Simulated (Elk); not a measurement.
# E(M) of Nickel

Aim: the energy of Nickel as a function of its total spin moment.

Method: LDA (Perdew-Wang); all-electron APW+lo, Dirac cores, scalar-relativistic bands, in Elk 11.2.3 (patched build).

## 1. Set-up

The structure is cubic, space group Fm-3m (No. 225). The conventional cell has a = 3.524 Å, b = 3.524 Å, c = 3.524 Å, α = 90.00°, β = 90.00°, γ = 90.00°. Nearest to Ni lie 12 Ni at 2.49 Å.

Coordinates:

```cif
data_structure
_symmetry_space_group_name_H-M 'Fm-3m'
_symmetry_Int_Tables_number 225
_cell_length_a 3.5239
_cell_length_b 3.5239
_cell_length_c 3.5239
_cell_angle_alpha 90.000
_cell_angle_beta 90.000
_cell_angle_gamma 90.000
_cell_volume 43.76
loop_
_atom_site_label
_atom_site_type_symbol
_atom_site_symmetry_multiplicity
_atom_site_Wyckoff_symbol
_atom_site_fract_x
_atom_site_fract_y
_atom_site_fract_z
_atom_site_occupancy
Ni1 Ni 4 a 0.00000 0.00000 0.00000 1
```

## 2. The free run

The free run shows where the moment settles by itself and gives the state from which the held runs start.

Moments are seeded by fields in the spheres (the last three columns under atoms), set against the wanted direction and reduced each loop.

Contents of elk.in:

```
tasks
  0

xctype
  3

rgkmax
  7.0

nempty
  14

swidth
  0.005

reducebf
  0.5

epsengy
  1e-05

maxscl
  120

lmaxi
  2

spinpol
  .true.

sppath
  './'

avec
  0.00000000000 3.32957459939 3.32957459939
  3.32957459939 0.00000000000 3.32957459939
  3.32957459939 3.32957459939 0.00000000000

atoms
  1
  'Ni.in'
  1
  0.0000000000 0.0000000000 0.0000000000   0.000000 0.000000 -0.050000

ngridk
  12 12 12
```

Run with:

```console
$ OMP_NUM_THREADS=2 elk
```

Numbers of over 12 decimals in the logs are rounded to 6 here.

The log of the run:

```text
Warning(gndstate): core states of species 1 leak from the muffin-tin :   0.4219986683E-03

--- INFO.OUT ---
┌─────────────────────────┐
│ Elk code version 11.2.3 │
└─────────────────────────┘

All units are atomic (Hartree, Bohr, etc.)

┌─────────────────────────────────────────────────┐
│ Ground-state run starting from atomic densities │
└─────────────────────────────────────────────────┘

Lattice vectors :
   0.000000000       3.329574599       3.329574599
   3.329574599       0.000000000       3.329574599
   3.329574599       3.329574599       0.000000000

Reciprocal lattice vectors :
 -0.9435417528      0.9435417528      0.9435417528
  0.9435417528     -0.9435417528      0.9435417528
  0.9435417528      0.9435417528     -0.9435417528

Unit cell volume      :    73.82377427
Brillouin zone volume :    3.360031587

Muffin-tin inner radius fraction :   0.1000000000E-01

Nuclei treated as point charges

Species : 1 (Ni)
 parameters loaded from : Ni.in
 name : nickel
 nuclear charge    :   -28.00000000
 electronic charge :    28.00000000
 atomic mass :    106991.5231
 muffin-tin radius :    2.329364778
 number of radial points in muffin-tin :    497
 inner part over the whole radius :   0.9720849872E-02
 number on inner part of muffin-tin    :    350
 approximate nuclear radius :   0.7325707712E-04
 number of mesh points to nuclear radius :    168
 atomic positions (lattice), magnetic fields (Cartesian) :
  1 :   0.00000000  0.00000000  0.00000000    0.00000000  0.00000000 -0.05000000

Total number of atoms per unit cell :    1
Total muffin-tin volume :    52.94209487
 ratio of muffin-tin to unit cell volume :   0.7171415360

Spin treatment :
 spin-polarised
 global magnetic field (Cartesian) :    0.000000000       0.000000000       0.000000000
 collinear magnetisation in z-direction

Number of Bravais lattice symmetries :   48
Number of crystal symmetries         :   48
Crystal has inversion symmetry
Real symmetric eigensolver will be used

k-point grid :     12    12    12
k-point offset :    0.000000000       0.000000000       0.000000000
k-point set is reduced with full crystal symmetry group
Total number of k-points :       72

Muffin-tin radius times maximum |G+k| :    7.000000000
 using average radius
Maximum |G+k| for APW functions       :    3.005111122
Maximum (1/2)|G+k|²                   :    4.515346427
Maximum |G| for potential and density :    12.00000000
Constant for pseudocharge density :    7
 order of it for each species :   14
 order of it for pair densities of each species (exact exchange by exxq0 0: 14) :   10
Radial integration step length :    1

G-vector grid sizes :     18    18    18
Number of G-vectors :     2109

Maximum angular momentum used for
 APW functions            :    8
 outer part of muffin-tin :    6
 inner part of muffin-tin :    2

Total nuclear charge    :   -28.00000000
Total core charge       :    12.00000000
Total valence charge    :    16.00000000
Total excess charge     :    0.000000000
Total electronic charge :    28.00000000

Effective Wigner radius, rₛ :   0.8570046955

Number of empty states         :     14
Total number of valence states :     46
Total number of core states    :     12

Third-order local-orbitals added for an l without core states : T
Total number of local-orbitals :     22

Exchange-correlation functional :      3     0     0
 Perdew-Wang/Ceperley-Alder, Phys. Rev. B 45, 13244 (1992)
 gradient requirement :    0
 local density approximation (LDA)

Smearing type :    3
 Fermi-Dirac
Smearing width :   0.5000000000E-02
Effective electronic temperature (K) :    1578.875124

Mixing type :    3
 Broyden mixing, J. Phys. A: Math. Gen. 17, L317 (1984)

Kohn-Sham potential initialised from atomic data

┌──────────────────────────────┐
│ Self-consistent loop started │
└──────────────────────────────┘

┌─────────────────┐
│ Loop number : 1 │
└─────────────────┘

Energies :
 Fermi                       :     0.183734
 sum of occupied eigenvalues :     -875.22652799710
 electron kinetic            :      1540.5325988229
 core electron kinetic       :      1382.5764480762
 Coulomb                     :     -2997.9904794029
 Coulomb potential           :     -2333.7799672549
 nuclear-nuclear             :     -269.89422819822
 electron-nuclear            :     -3133.2738592036
 Hartree                     :      405.17760799888
 Madelung                    :     -1831.1004957755
 xc potential                :     -81.901710378456
 xc effective B-field        :    -0.34537642795311E-01
 external B-field            :      0.000000
 exchange                    :     -58.565778485454
 correlation                 :     -2.449641
 electron entropic           :    -0.29507671802788E-02
 total energy                :     -1518.4762509182
 (external B-field energy excluded from total)

Density of states at Fermi energy :    35.73664263
 (states/Hartree/unit cell)

Estimated indirect band gap :   0.1944014700E-02
 from k-point 36 to k-point 5
Estimated direct band gap   :   0.8142051253E-02
 at k-point 11

Charges :
 core                        :    12.00000000
 valence                     :    16.00000000
 interstitial                :   0.8094407234
 muffin-tins (core leakage)
  species : 1 (Ni)
   atom 1                    :    27.19055928     (  0.4273789513E-03)
 total in muffin-tins        :    27.19055928
 total calculated charge     :    27.99899997
 total charge                :    28.00000000
 error                       :   0.1000031687E-02

Moments :
 interstitial                :  -0.4984162668E-01
 muffin-tins
  species : 1 (Ni)
   atom 1                    :    1.197621402
 total in muffin-tins        :    1.197621402
 total moment                :    1.147779775

┌─────────────────┐
│ Loop number : 2 │
└─────────────────┘

Energies :
 Fermi                       :     0.184140
 sum of occupied eigenvalues :     -875.21514917401
 electron kinetic            :      1540.2179537381
 core electron kinetic       :      1382.4068308535
 Coulomb                     :     -2998.0372885165
 Coulomb potential           :     -2333.7574647461
 nuclear-nuclear             :     -269.89422819822
 electron-nuclear            :     -3133.3901793286
 Hartree                     :      405.24711901037
 Madelung                    :     -1831.1585561434
 xc potential                :     -81.602980703319
 xc effective B-field        :    -0.34343358667647E-01
 external B-field            :      0.000000
 exchange                    :     -58.569793656103
 correlation                 :     -2.449769
 electron entropic           :    -0.29564294789616E-02
 total energy                :     -1518.8418533754
 (external B-field energy excluded from total)

Density of states at Fermi energy :    35.81980534
 (states/Hartree/unit cell)

Estimated indirect band gap :   0.1937281244E-02
 from k-point 36 to k-point 5
Estimated direct band gap   :   0.8111324327E-02
 at k-point 11

Charges :
 core                        :    12.00000000
 valence                     :    16.00000000
 interstitial                :   0.8083435991
 muffin-tins (core leakage)
  species : 1 (Ni)
   atom 1                    :    27.19165640     (  0.4270730659E-03)
 total in muffin-tins        :    27.19165640
 total calculated charge     :    27.99900052
 total charge                :    28.00000000
 error                       :   0.9994820799E-03

Moments :
 interstitial                :  -0.4970550618E-01
 muffin-tins
  species : 1 (Ni)
   atom 1                    :    1.194292959
 total in muffin-tins        :    1.194292959
 total moment                :    1.144587453

RMS change in Kohn-Sham potential (target) :   0.5061252520     (  0.1000000000E-05)
Absolute change in total energy (target)   :   0.3656024572     (  0.1000000000E-04)

[... loops 3 to 16 left out ...]

┌──────────────────┐
│ Loop number : 17 │
└──────────────────┘

Energies :
 Fermi                       :     0.260571
 sum of occupied eigenvalues :     -872.27377674184
 electron kinetic            :      1541.8357270407
 core electron kinetic       :      1382.8389741132
 Coulomb                     :     -2999.1165855762
 Coulomb potential           :     -2333.2051532599
 nuclear-nuclear             :     -269.89422819822
 electron-nuclear            :     -3136.1549147146
 Hartree                     :      406.93255733666
 Madelung                    :     -1832.5140089463
 xc potential                :     -80.897009422973
 xc effective B-field        :    -0.73412284376854E-02
 external B-field            :      0.000000
 exchange                    :     -58.654617334518
 correlation                 :     -2.454500
 electron entropic           :    -0.39087986780657E-02
 total energy                :     -1518.3938850329
 (external B-field energy excluded from total)

Density of states at Fermi energy :    48.53826496
 (states/Hartree/unit cell)

Estimated indirect band gap :   0.1912378608E-03
 from k-point 59 to k-point 26
Estimated direct band gap   :   0.7303271962E-02
 at k-point 61

Charges :
 core                        :    12.00000000
 valence                     :    16.00000000
 interstitial                :   0.7718528959
 muffin-tins (core leakage)
  species : 1 (Ni)
   atom 1                    :    27.22814710     (  0.4219986405E-03)
 total in muffin-tins        :    27.22814710
 total calculated charge     :    27.99903196
 total charge                :    28.00000000
 error                       :   0.9680449342E-03

Moments :
 interstitial                :  -0.1804307987E-01
 muffin-tins
  species : 1 (Ni)
   atom 1                    :   0.5762491697
 total in muffin-tins        :   0.5762491697
 total moment                :   0.5582060898

RMS change in Kohn-Sham potential (target) :   0.1321559721E-06 (  0.1000000000E-05)
Absolute change in total energy (target)   :   0.3151480996E-06 (  0.1000000000E-04)

Convergence targets achieved

┌──────────────────┐
│ Loop number : 18 │
└──────────────────┘

Energies :
 Fermi                       :     0.260571
 sum of occupied eigenvalues :     -872.27377468806
 electron kinetic            :      1541.8357254931
 core electron kinetic       :      1382.8389752970
 Coulomb                     :     -2999.1165822216
 Coulomb potential           :     -2333.2051527273
 nuclear-nuclear             :     -269.89422819822
 electron-nuclear            :     -3136.1549088685
 Hartree                     :      406.93255484513
 Madelung                    :     -1832.5140058580
 xc potential                :     -80.897006489491
 xc effective B-field        :    -0.73409941915221E-02
 external B-field            :      0.000000
 exchange                    :     -58.654617046348
 correlation                 :     -2.454500
 electron entropic           :    -0.39088253952573E-02
 total energy                :     -1518.3938829783
 (external B-field energy excluded from total)

Density of states at Fermi energy :    48.53856744
 (states/Hartree/unit cell)

Estimated indirect band gap :   0.1917794845E-03
 from k-point 59 to k-point 26
Estimated direct band gap   :   0.7303259534E-02
 at k-point 61

Charges :
 core                        :    12.00000000
 valence                     :    16.00000000
 interstitial                :   0.7718528402
 muffin-tins (core leakage)
  species : 1 (Ni)
   atom 1                    :    27.22814716     (  0.4219986683E-03)
 total in muffin-tins        :    27.22814716
 total calculated charge     :    27.99903196
 total charge                :    28.00000000
 error                       :   0.9680448063E-03

Moments :
 interstitial                :  -0.1804262925E-01
 muffin-tins
  species : 1 (Ni)
   atom 1                    :   0.5762404907
 total in muffin-tins        :   0.5762404907
 total moment                :   0.5581978614

┌──────────────────────────────┐
│ Self-consistent loop stopped │
└──────────────────────────────┘

Warning : core states of species 1 leak from the muffin-tin :   0.4219986683E-03

Wrote STATE.OUT
```

Wall time 15 s (2 threads of Arm Neoverse V2, shared host); peak memory 0.05 GiB.

Read from the output:

| Item | Value |
| --- | --- |
| density of states at the Fermi level | 1.784 states/eV/cell |
| moment between the spheres | -0.01804 μB |
| magnetization | 0.5582 μB |
| final state | ferromagnetic |
| largest moment | 0.5762 μB |

After 18 cycles the largest moment stands at 0.576 μB.

[end of part 1 of 2]

[Logs and program files are shortened in this print: banners, set-up blocks, solver, clock and traceback lines can be left out without a mark of their own.]

[Logs are printed without paths, hosts, clocks, repeated set-up lines and the standing remarks that a program may print on its own settings, such as how far it seeks lower states.]

[Hosts, paths, dates, database ids (printed as entryN), source tags and the programs' standing remarks are cut or masked in the printed files.]

[Where a cell is said to come from a database of computed structures, the database is the Materials Project.]
